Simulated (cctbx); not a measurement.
## What is wrong with this refinement?

Cell a = 4.0790 Å, b = 4.0790 Å, c = 9.1400 Å, α = 90.00°, β = 90.00°, γ = 90.00°; space group P4/nmm (no. 129, origin choice 1). The compound is SmP2Pt.

The data are simulated with cctbx, not measured: synchrotron X-rays, λ = 0.7749 Å, to d = 0.7 Å, 70 % of the full sphere, strongest reflection 40000 counts, noise from counting, a 4 % proportional error and a noise floor of 8 counts (s.d.); no absorption.

An anisotropic refinement with weights 1/σ² prints:

```text
Rint 0.034, 169 unique reflections to 0.70 A
cycle     R1     wR2    GooF  max shift (A)
   1  0.0901  0.2047   9.901   0.00482
   2  0.0935  0.1942   9.393   0.00000
final R1 0.0935 wR2 0.1942 GooF 9.393  parameters 8  data/parameter 21.1
atom        x        y        z      Ueq    occ   su(xyz)  su(Uiso or U11)
Pt1    0.00000  0.00000  0.50000   0.0052  1.000  0.00000  0.0009
Sm1    0.50000  0.00000  0.25585   0.0106  1.000  0.00025  0.0010
P1     0.50000  0.00000  0.63828   0.0090  1.000  0.00151  0.0032
difference map: max 45.63 min -2.11 rms 1.93
Q1    0.0000  0.0000  0.0000    2   45.63  3.10 A from Sm1
Q2    0.0000  0.5000  0.7531    2   17.96  0.08 A from Sm1
Q3    0.0000  0.0000  0.5000    2   11.62  0.00 A from Pt1
Q4    0.0000  0.5000  0.3526    2    1.66  0.08 A from P1
Q5    0.0000  0.5000  0.2564    2    1.21  0.96 A from P1
Q6    0.0000  0.5000  0.6448    2    1.18  0.91 A from Sm1
```

**Question.** Can this result stand? If not, what is the likely fault?

Mend it. The fault: an atom left out, P at (0, 0, 0). Against the right model at the same level, R1 goes from 0.0090 to 0.0935 and GooF from 1.00 to 9.39 and the top difference peak, 45.6 e/Å³, lies 3.10 Å from Sm1. Q1 is the missing atom. With scattering power missing, scale and phases suffer, so peaks may also grow on the heavy atoms.

The compound is SmP2Pt. The right model at the same level gives:

```text
Rint 0.034, 169 unique reflections to 0.70 A
cycle     R1     wR2    GooF  max shift (A)
   1  0.0132  0.0344   1.676   0.00057
   2  0.0090  0.0205   1.000   0.00000
final R1 0.0090 wR2 0.0205 GooF 1.000  parameters 10  data/parameter 16.9
atom        x        y        z      Ueq    occ   su(xyz)  su(Uiso or U11)
Pt1    0.00000  0.00000  0.50000   0.0071  1.000  0.00000  0.0001
Sm1    0.50000  0.00000  0.25530   0.0114  1.000  0.00003  0.0001
P1     0.50000  0.00000  0.63878   0.0110  1.000  0.00015  0.0003
P2     0.00000  0.00000  0.00000   0.0283  1.000  0.00000  0.0007
difference map: max 0.99 min -1.00 rms 0.18
Q1    0.0000  0.5000  0.9427    2    0.99  1.81 A from Sm1
Q2    0.1353  0.3647  0.0014    8    0.82  1.59 A from P2
Q3    0.0000  0.5000  0.5326    2    0.59  1.57 A from P1
Q4    0.2516  0.2484  0.2721    8    0.50  1.44 A from Sm1
Q5    0.0000  0.0000  0.2927    4    0.48  1.89 A from Pt1
Q6    0.0000  0.2292  0.5162    8    0.47  0.95 A from Pt1
```

The model is made up (kin elements in a known structure type, no relaxation), so it says nothing on whether the phase exists.

[Middle refinement cycles are left out of these outputs.]

[Logs are printed without paths, hosts, clocks, repeated set-up lines and the standing remarks that a program may print on its own settings, such as how far it seeks lower states.]
